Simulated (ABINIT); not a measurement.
## A GW chain in ABINIT: CdTe (F-43m)

Symmetry: F-43m, No. 216, cubic system. Conventional cell: a = 6.480 Å, b = 6.480 Å, c = 6.480 Å, α = 90.00°, β = 90.00°, γ = 90.00°. Nearest to Cd lie 4 Te at 2.81 Å. Te has 4 Cd at 2.81 Å nearest. Farther neighbours, and contacts between anions beyond the nearest, are not listed.

```
method               : RPA screening on PBE with spin-orbit coupling, plane waves, norm-conserving pseudopotentials (and 2 further levels or steps)
program              : ABINIT 10.8.3
settings             : cutoff 47 Ha, PseudoDojo fully relativistic 0.4 standard, norm-conserving, ngkpt (4, 4, 4), nband 298, ecuteps 5.5 Ha, shiftk (0, 0, 0), symchi 1, awtr 1, frequency ppm, 4×4×4 k-mesh
cost                 : 5 runs, 33 min in all on 16 MPI ranks of Arm Neoverse N1, shared host
notes                : The program’s warnings: Neglecting <n,k|[Vnl,iqr]|m,k> and nproc spkpt=  >= nkpt= * nsppol=. The cell and positions come from the Crystallography Open Database and are kept as given unless a step says otherwise. Limits: mesh may overstate the screening; screening head approximate. The 4×4×4 mesh is coarse for this cell, which bears on the long-range parts of exchange and screening. The norm-conserving file of at least one element keeps a d shell over frozen s and p shells of the same row. Exchange with those shells is missing from the self-energy, an error of 0.3 to 0.9 eV in cases checked, whose sign depends on which edge lies on those atoms. The RPA ε∞ on this mesh reaches over 25; with a narrow direct gap a coarse mesh can overstate it, and the correction is then too small.
PBE gap              : 0.49 eV, direct
G0W0 gap on the mesh : 1.54 eV
GW settings          : 4×4×4 mesh, 298 bands, screening to 149.7 eV, Godby-Needs plasmon pole
known limits         : short of the basis limit; exchange with frozen shells missing; mesh may overstate the screening; screening head approximate; coarse k mesh
```

G0W0 moves the gap on the mesh from 0.49 eV to 1.54 eV (+1.05 eV), with Z of 0.79 and 0.80 at the edges. Local fields lower the RPA ε∞ on this mesh from 44.85 to 43.22.

[Long decimals in the printed logs are rounded to 6 places.]

[Logs are printed without paths, hosts, clocks, repeated set-up lines and the standing remarks that a program may print on its own settings, such as how far it seeks lower states.]

[Paths, hosts, dates, memory and timing lines, banners, echoed tables and standing remarks are left out of the program output; an Ansatz launch command may be rebuilt from the run's recorded settings. Measured values are a selection of at most five: reports struck by readers or far from the other reports are left out. None is set beside runs whose start may be inverted or whose files or cutoffs have a known fault.]

[Runs of the session that timed out or met a known fault of the program may be left out.]

[Hosts, paths, dates, database ids (printed as entryN), source tags and the programs' standing remarks are cut or masked in the printed files.]

[G0W0 gaps are taken among the corrected bands and points alone; a level outside them can change the order at an edge.]

[Where Ansatz stands beside ABINIT at settings called matched, ABINIT's density can come from a denser mesh and the files from another edition; pairs whose starting gaps differed by over 0.03 eV were left out, so agreement reads better than it is.]
